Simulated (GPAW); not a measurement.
# STM contrast on TiSi2P4 monolayer

What would a tunnelling microscope show on TiSi2P4 monolayer?

Calculated with GPAW 26.7.0; GPAW, PAW setups; layer in a repeated cell with vacuum, relaxation of atoms and in-plane cell, in the first sound run; inputs show where later runs differ.

Most raw output is cut from this account.

## (1) Starting point

The cell holds 7 atoms: 4 P, 2 Si and 1 Ti. Cell: a = 3.480 Å, b = 3.480 Å, c = 22.451 Å, α = 90.0°, β = 90.0°, γ = 120.0°. Vacuum lies along c.

## (2) Relaxing the atoms

The atoms are relaxed first, since the surface dipole, and with it the work function, follows the positions of the outer layers.

run.py

```python
import json
import numpy as np
from ase import Atoms
from ase.filters import FrechetCellFilter
from ase.optimize import BFGS
from gpaw import GPAW, PW

slab = Atoms(
    ['P', 'Si', 'P', 'Ti', 'P', 'Si', 'P'],
    positions=[
        [0.00000, 0.00000, 7.00000],
        [-0.00000, 2.00918, 7.64444],
        [-0.00000, 2.00918, 9.75444],
        [0.00000, 0.00000, 11.22525],
        [-0.00000, 2.00918, 12.69607],
        [-0.00000, 2.00918, 14.80607],
        [0.00000, 0.00000, 15.45051]],
    cell=[[3.48, 0.0, 0.0], [-1.74, 3.01377, 0.0], [0.0, 0.0, 22.4505]],
    pbc=[True, True, True])

slab.calc = GPAW(mode=PW(600), xc='PBE', kpts={'size': (9, 9, 1), 'gamma': True},
                 occupations={'name': 'fermi-dirac', 'width': 0.05}, nbands='200%',
                 convergence={'density': 1e-05}, maxiter=200,
                 symmetry={'tolerance': 1e-3}, txt='slab.txt')
result = {}
# The in-plane cell is free; stress needs a cell that repeats along all three vectors
path = []
opt = BFGS(FrechetCellFilter(slab, mask=[1, 1, 0, 0, 0, 1]), maxstep=0.2)
opt.attach(lambda: path.append((slab.get_potential_energy(), slab.positions.tolist(), slab.get_forces().tolist())))
result['relaxed'] = bool(opt.run(fmax=0.02, steps=45))
result['path'] = path
result['cell'] = slab.cell.tolist()
print('in-plane lattice', slab.cell.cellpar().round(4)[[0, 1, 5]])
energy = slab.get_potential_energy()
fermi = slab.calc.get_fermi_level()
v = slab.calc.get_electrostatic_potential().mean((0, 1)) - fermi
n = slab.calc.get_pseudo_density().mean((0, 1))
L = slab.cell[2, 2]
z = np.arange(len(v)) * L / len(v)
low, high = slab.positions[:, 2].min(), slab.positions[:, 2].max()
below, above = np.interp([low - 4.8, high + 4.8], z, v)
slopes = [np.interp(x, z, np.gradient(v, z)) for x in (low - 4.8, high + 4.8)]
eps = np.array([[slab.calc.get_eigenvalues(k, s) for k in range(len(slab.calc.get_ibz_k_points()))]
                for s in range(slab.calc.get_number_of_spins())]) - fermi
top, bottom = eps[eps < 0].max(), eps[eps > 0].min()
dipole = slab.get_dipole_moment()[2]
print(f'energy {energy:.4f} eV, Fermi level {fermi:.4f} eV, dipole {dipole:.5f} e A')
print(f'potential 4.8 A off the faces, from the Fermi level: lower {below:.4f} eV, upper {above:.4f} eV')
print(f'slope of the potential there: lower {slopes[0]:.5f}, upper {slopes[1]:.5f} eV/A')
print(f'nearest levels on the mesh: {top:.4f} and {bottom:.4f} eV')
print('magnetic moment', round(slab.get_magnetic_moment(), 3))
result.update(energy=energy, fermi=fermi, dipole=dipole, below=below, above=above, slopes=slopes, edges=[top, bottom],
              z=z.tolist(), v=v.tolist(), n=n.tolist(), positions=slab.positions.tolist(),
              forces=slab.get_forces(apply_constraint=False).tolist(), moments=slab.get_magnetic_moments().tolist())
json.dump(result, open('result.json', 'w'))
```

The run is started by

```sh
OMP_NUM_THREADS=1 OPENBLAS_NUM_THREADS=1 python run.py
```

The job ended after 14 min (1 thread of Intel Xeon Platinum 8488C (Sapphire Rapids), shared host; peak memory 0.48 GiB).

This step gave:

| Item | Value |
| --- | --- |
| dipole along the normal | 1.52e-4 e·Å |
| levels nearest the Fermi level on the mesh | -0.02607, 0.09082 eV from the Fermi level |

The electrostatic potential energy of an electron (without an applied field's), less the Fermi level, planar mean oscillates, so the rows of the table below give means over windows of 1.67 Å about each position, cut where the curve ends. Its maxima inside the range that stand out by 2 % of the span (Å: eV): 7.1: -10.7, 8.8: 2.07, 10.4: -4.77, 12.0: -4.77, 13.7: 2.07, 15.3: -10.7. Its minima: 6.6: -13.9, 7.5: -12.1, 9.8: -11.7, 11.2: -13.1, 12.6: -11.7, 15.0: -12.1, 15.9: -13.9.

The electrostatic potential energy of an electron (without an applied field's), less the Fermi level, planar mean by z; means over each step:

z (Å), electrostatic potential energy of an electron (without an applied field's), less the Fermi level, planar mean (eV) and a bar from the least value:
```
     0.83        5.6 ##############################
     2.50        5.6 ##############################
     4.17        5.4 ##############################
     5.84       -2.4 ##############
     7.51       -9.0 #
     9.18       -3.4 ############
    10.86       -8.7 #
    12.52       -6.8 #####
    14.20       -3.2 ############
    15.86       -9.3 
    17.54        4.6 ############################
    19.20        5.5 ##############################
    20.88        5.6 ##############################
```

Table of pseudo valence density, planar mean by z:

z (Å), pseudo valence density, planar mean (e/Å³) and a bar:
```
        3       0.00 
        4       0.00 
        5       0.02 #
        6       0.23 ########
        7       0.41 #############
        8       0.18 ######
        9       0.18 ######
       10       0.31 ##########
       11       0.92 ##############################
       12       0.38 ############
       13       0.26 ########
       14       0.15 #####
       15       0.28 #########
       16       0.28 #########
       17       0.08 ###
       18       0.00 
       19       0.00 
       20       0.00
```

The relaxation lowered the energy of the cell by 2.00 eV (energies extrapolated to zero smearing; the optimiser's log prints free energies). The largest force left on a free atom is 0.0013 eV/Å.

## (3) Plane waves, PBE

The work function is the vacuum plateau of the electrostatic potential less the Fermi level; a dipole layer lets the two faces have plateaus of their own.

This step: GPAW, PAW setups; slab in vacuum (GPAW 26.7.0).

The cell differs from the one that the last finished run ended in (c 22.451 → 23.372 Å).

run.py

```python
import json
import numpy as np
from ase import Atoms
from ase.dft.stm import STM
from gpaw import GPAW, PW

slab = Atoms(
    ['P', 'Si', 'P', 'Ti', 'P', 'Si', 'P'],
    positions=[
        [-0.00000, -0.00000, 7.00000],
        [-0.00000, 2.05335, 8.00422],
        [-0.00000, 2.05335, 10.26491],
        [-0.00000, 0.00000, 11.68577],
        [-0.00000, 2.05335, 13.10663],
        [-0.00000, 2.05335, 15.36733],
        [-0.00000, -0.00000, 16.37154]],
    cell=[[3.5565, 0.0, 0.0], [-1.77825, 3.08002, 0.0], [0.0, 0.0, 23.3715]],
    pbc=[True, True, False])

slab.calc = GPAW(mode=PW(400), xc='PBE', kpts={'size': (9, 9, 1), 'gamma': True},
                 occupations={'name': 'fermi-dirac', 'width': 0.05}, nbands='200%',
                 convergence={'density': 1e-05}, maxiter=200,
                 poissonsolver={'dipolelayer': 'xy'},
                 symmetry={'tolerance': 1e-3}, txt='slab.txt')
result = {}
energy = slab.get_potential_energy()
fermi = slab.calc.get_fermi_level()
v = slab.calc.get_electrostatic_potential().mean((0, 1)) - fermi
n = slab.calc.get_pseudo_density().mean((0, 1))
L = slab.cell[2, 2]
z = np.arange(len(v)) * L / len(v)
low, high = slab.positions[:, 2].min(), slab.positions[:, 2].max()
below, above = np.interp([low - 4.8, high + 4.8], z, v)
slopes = [np.interp(x, z, np.gradient(v, z)) for x in (low - 4.8, high + 4.8)]
eps = np.array([[slab.calc.get_eigenvalues(k, s) for k in range(len(slab.calc.get_ibz_k_points()))]
                for s in range(slab.calc.get_number_of_spins())]) - fermi
top, bottom = eps[eps < 0].max(), eps[eps > 0].min()
dipole = slab.get_dipole_moment()[2]
print(f'energy {energy:.4f} eV, Fermi level {fermi:.4f} eV, dipole {dipole:.5f} e A')
print(f'potential 4.8 A off the faces, from the Fermi level: lower {below:.4f} eV, upper {above:.4f} eV')
print(f'slope of the potential there: lower {slopes[0]:.5f}, upper {slopes[1]:.5f} eV/A')
print(f'nearest levels on the mesh: {top:.4f} and {bottom:.4f} eV')
print('magnetic moment', round(slab.get_magnetic_moment(), 3))
result.update(energy=energy, fermi=fermi, dipole=dipole, below=below, above=above, slopes=slopes, edges=[top, bottom],
              z=z.tolist(), v=v.tolist(), n=n.tolist(), positions=slab.positions.tolist(),
              forces=slab.get_forces(apply_constraint=False).tolist(), moments=slab.get_magnetic_moments().tolist())

# Images need the states of the whole zone, up to time reversal
slab.calc = slab.calc.fixed_density(symmetry={'point_group': False}, txt='states.txt', nbands='290%',
                                    convergence={'bands': 'CBM+1.8'})
stm = STM(slab)
result['stm'] = []
for bias in [-2.0, -1.0, 1.5]:
    height = high + 4.0
    current = stm.get_averaged_current(bias, height)
    x, y, h = stm.scan(bias, current)
    i, f = divmod(height / L * stm.ldos.shape[2], 1)
    I = abs((1 - f) * stm.ldos[:, :, int(i)] + f * stm.ldos[:, :, int(i) + 1])
    print(f'bias {bias} V: mean current at 4.0 A {current:.4e}, corrugation {np.ptp(h):.4f} A')
    result['stm'].append(dict(bias=bias, current=current, h=(h - high).tolist(), I=I.tolist()))
json.dump(result, open('result.json', 'w'))
```

It took 2.3 min on 1 thread; peak memory 0.52 GiB.

Numbers from this step:

| Item | Value |
| --- | --- |
| dipole along the normal | 7.79e-4 e·Å |
| levels nearest the Fermi level on the mesh | -0.02619, 0.09098 eV from the Fermi level |
| upper work function | 5.549 eV |
| lower work function | 5.562 eV |
| corrugation -2 | 0.2605 Å |
| corrugation -1 | 0.2085 Å |
| corrugation 1.5 | 0.1337 Å |

Table of electrostatic potential energy of an electron (without an applied field's), less the Fermi level, planar mean by z:

```
z (Å)  electrostatic potential energy of an electron (without an applied field's), less the Fermi level, planar mean (eV)
  0.0                                                                                                                5.56
  0.5                                                                                                                5.56
  1.0                                                                                                                5.56
  1.5                                                                                                                5.56
  2.0                                                                                                                5.56
  2.5                                                                                                                5.56
  3.0                                                                                                                5.56
  3.5                                                                                                                5.56
  4.0                                                                                                                5.56
  4.5                                                                                                                5.53
  5.0                                                                                                                5.43
  5.5                                                                                                                4.99
  6.0                                                                                                                3.14
  6.5                                                                                                               -3.51
  7.0                                                                                                               -13.7
  7.5                                                                                                               -10.8
  8.0                                                                                                               -12.0
  8.5                                                                                                               -4.27
  9.0                                                                                                                1.58
  9.5                                                                                                               0.675
 10.0                                                                                                               -8.03
 10.5                                                                                                               -9.56
 11.0                                                                                                               -4.92
 11.5                                                                                                               -11.6
 12.0                                                                                                               -9.59
 12.5                                                                                                               -4.94
 13.0                                                                                                               -11.2
 13.5                                                                                                               -5.24
 14.0                                                                                                                1.59
 14.5                                                                                                               0.730
 15.0                                                                                                               -6.70
 15.5                                                                                                               -12.0
 16.0                                                                                                               -11.5
 16.5                                                                                                               -12.1
 17.0                                                                                                               -1.05
 17.5                                                                                                                3.87
 18.0                                                                                                                5.16
 18.5                                                                                                                5.46
 19.0                                                                                                                5.53
 19.5                                                                                                                5.54
 20.0                                                                                                                5.55
 20.5                                                                                                                5.55
 21.0                                                                                                                5.55
 21.5                                                                                                                5.55
 22.0                                                                                                                5.55
 22.5                                                                                                                5.55
 23.0                                                                                                                5.55
```

Table of pseudo valence density, planar mean by z:

z (Å), pseudo valence density, planar mean (e/Å³) and a bar:
```
        3       0.00 
        4       0.00 
        5       0.01 
        6       0.10 ####
        7       0.30 ###########
        8       0.25 #########
        9       0.15 ######
       10       0.26 ##########
       11       0.41 ###############
       12       0.79 ##############################
       13       0.29 ###########
       14       0.17 ######
       15       0.19 #######
       16       0.40 ###############
       17       0.21 ########
       18       0.02 #
       19       0.00 
       20       0.00
```

Tip height over the top atom over a1 and a2. Sample bias -2 V, constant current at the mean current 4.0 Å over the top atom.

Ten even steps from '0' (3.88 Å) to '9' (4.14 Å):
```
999865321123568999
998753211123578999
887532111123578899
765321000123567888
653210000123566776
432100000123455555
221100001122344443
211100011122222222
111111111111222211
222222222111111111
233333322111001112
455555432210001223
667766542210012245
788876542211122456
899887542211224578
999987542111245789
999986532112356899
999876422122467899
```
Columns: a1 from 0 to 0.944; rows upwards: a2 from 0 to 0.944.

Local density of states summed over the bias window over a1 and a2. Sample bias -2 V, constant height 4.0 Å over the top atom.

Ten even steps from '0' (0.49 × 1e-5 arbitrary) to '9' (1.06 × 1e-5 arbitrary):
```
998653211112356899
887542110112457889
765431100113456788
654311000113456676
432110000112345555
321100000112334443
211000000112233332
110000000111222221
111111111111111111
111111111111000111
222332221110000111
334443322100000122
455554332100001233
667665432100012345
788765432111123456
898875432111234578
999865321111235689
998764321112346789
```
Columns: a1 from 0 to 0.944; rows upwards: a2 from 0 to 0.944.

Tip height over the top atom over a1 and a2. Sample bias -1 V, constant current at the mean current 4.0 Å over the top atom.

Values in Å, 12 rows by 16 columns, each cell a mean:
```
4.12 4.11 4.09 4.06 4.02 3.98 3.96 3.94 3.95 3.96 3.99 4.03 4.07 4.09 4.11 4.12
4.10 4.08 4.06 4.02 3.98 3.96 3.94 3.93 3.95 3.97 4.00 4.04 4.07 4.09 4.10 4.10
4.06 4.03 4.00 3.97 3.95 3.93 3.92 3.93 3.95 3.97 4.00 4.03 4.05 4.07 4.07 4.07
4.01 3.99 3.96 3.94 3.93 3.92 3.92 3.93 3.95 3.97 3.99 4.01 4.03 4.03 4.03 4.03
3.96 3.95 3.94 3.93 3.92 3.92 3.93 3.93 3.95 3.96 3.97 3.98 3.98 3.98 3.98 3.98
3.95 3.94 3.94 3.94 3.94 3.94 3.94 3.94 3.94 3.95 3.95 3.95 3.95 3.95 3.95 3.95
3.96 3.97 3.97 3.97 3.97 3.97 3.96 3.95 3.94 3.94 3.93 3.93 3.93 3.94 3.94 3.95
3.99 4.01 4.01 4.01 4.01 4.00 3.98 3.96 3.95 3.93 3.92 3.92 3.93 3.94 3.95 3.97
4.05 4.06 4.06 4.06 4.05 4.03 4.00 3.97 3.95 3.93 3.93 3.93 3.95 3.97 3.99 4.02
4.09 4.09 4.09 4.08 4.06 4.03 4.00 3.97 3.95 3.94 3.94 3.95 3.97 4.00 4.04 4.07
4.11 4.11 4.11 4.09 4.07 4.03 4.00 3.96 3.95 3.94 3.96 3.98 4.02 4.05 4.08 4.10
4.12 4.12 4.11 4.09 4.05 4.02 3.98 3.96 3.94 3.95 3.98 4.01 4.05 4.08 4.10 4.12
```
Columns: a1 from 0 to 0.944; rows upwards: a2 from 0 to 0.944.

Local density of states summed over the bias window over a1 and a2. Sample bias -1 V, constant height 4.0 Å over the top atom.

Ten even steps from '_' (3.49 × 1e-6 arbitrary) to '@' (6.26 × 1e-6 arbitrary):
```
@@@@%%**++--::........::--++**%%@@@@
%%%%##++==::....__....::==++##%%%%@@
##**++==::....____....::==++**##%%%%
**++==::....______....::==++****##**
==--::....________....::--==++++++++
--::....__________....::----======--
::....____________....::::--------::
....______________......::::::::::..
....................................
......................__________....
::::::::::::::::....____________....
----======----::::..__________..::::
==++++++++==----::..________..::----
****##****++==--::..______..::--==++
##%%%%##**++==--::..____..::--==++**
%%@@%%%%##++==--::......::--==++##%%
@@@@@@%%**++--::........::--++**%%@@
@@@@%%##**==--::......::--==**##%%@@
```
Columns: a1 from 0 to 0.944; rows upwards: a2 from 0 to 0.944.

(Part 1 of 2 ends here.)

[Logs are printed without paths, hosts, clocks, repeated set-up lines and the standing remarks that a program may print on its own settings, such as how far it seeks lower states.]

[Hosts, paths, dates, database ids (printed as entryN), source tags and the programs' standing remarks are cut or masked in the printed files.]
